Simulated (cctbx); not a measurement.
**Occupancies in Dy2TeSe2**

Cell a = 4.3010 Å, b = 5.4590 Å, c = 13.7600 Å, α = 90.00°, β = 90.00°, γ = 90.00°; space group Immm (no. 71); nominal formula Dy2TeSe2.

The data are simulated with cctbx, not measured: Cu Kα, λ = 1.54184 Å, to d = 0.8 Å, 95 % of the full sphere, strongest reflection 70000 counts, noise from counting, a 2 % proportional error and a noise floor of 2 counts (s.d.); no absorption.

With every site full:

```text
Rint 0.017, 219 unique reflections to 0.80 A
cycle     R1     wR2    GooF  max shift (A)
   1  0.1109  0.2725  21.313   0.00256
   2  0.0282  0.0970   7.584   0.00000
final R1 0.0282 wR2 0.0970 GooF 7.584  parameters 11  data/parameter 19.9
atom        x        y        z      Ueq    occ   su(xyz)  su(Uiso or U11)
Dy1    0.00000  0.50000  0.66448   0.0062  1.000  0.00007  0.0007
Te1    0.00000  0.00000  0.00000   0.0137  1.000  0.00000  0.0009
Se1    0.50000  0.50000  0.79869   0.0079  1.000  0.00012  0.0010
difference map: max 2.17 min -4.01 rms 0.38
Q1    0.0000  0.5000  0.3114    4    2.26  0.33 A from Dy1
Q2    0.0000  0.0000  0.2727    4    2.13  0.36 A from Se1
Q3    0.0000  0.0000  0.0778    4    0.94  1.07 A from Te1
Q4    0.0000  0.0000  0.3353    4    0.81  0.50 A from Se1
Q5    0.0000  0.0000  0.4159    4    0.57  1.61 A from Se1
Q6    0.2245  0.5000  0.5000    4    0.52  1.18 A from Te1
```

With the occupancies of the suspect sites free, each still typed as its main element:

```text
Rint 0.017, 219 unique reflections to 0.80 A
cycle     R1     wR2    GooF  max shift (A)
   1  0.0685  0.1956  15.331   0.00144
   8  0.0050  0.0121   0.949   0.00001
final R1 0.0050 wR2 0.0121 GooF 0.948  parameters 12  data/parameter 18.2
atom        x        y        z      Ueq    occ   su(xyz)  su(Uiso or U11)
Dy1    0.00000  0.50000  0.66462   0.0078  1.000  0.00001  0.0001
Te1    0.00000  0.00000  0.00000   0.0074  0.851  0.00000  0.0001
Se1    0.50000  0.50000  0.79851   0.0097  1.000  0.00002  0.0001
su of occupancy Te1: 0.001
difference map: max 0.22 min -0.21 rms 0.06
Q1    0.1958  0.5000  0.5000    4    0.23  1.31 A from Te1
Q2    0.1180  0.0000  0.1797    8    0.20  1.66 A from Dy1
Q3    0.1434  0.5000  0.1551    8    0.20  1.66 A from Se1
Q4    0.2509  0.0000  0.1468    8    0.18  1.10 A from Dy1
Q5    0.0810  0.5000  0.0937    8    0.17  2.33 A from Se1
Q6    0.0000  0.1106  0.0655    8    0.17  1.08 A from Te1
```

**Question.** What is the disorder?

X-rays count electrons. Te1 refines to 0.851(0.001), or 44.3 electrons; the site truly holds 0.85 Te, 44.2 electrons, which is 0.850 of Te. A value under 1 can't tell vacancies from a lighter guest, and one over 1 needs a heavier guest; chemistry or a second radiation must settle which. Occupancy correlates with U and the scale, so the match is approximate.

Freeing them takes R1 from 0.0282 to 0.0050 and GooF from 7.58 to 0.95.

The model was made for the exercise: a known structure type with other elements put in, its volume estimated, not relaxed; displacement parameters are assumed.

[Middle refinement cycles are left out of these outputs.]

[Logs are printed without paths, hosts, clocks, repeated set-up lines and the standing remarks that a program may print on its own settings, such as how far it seeks lower states.]
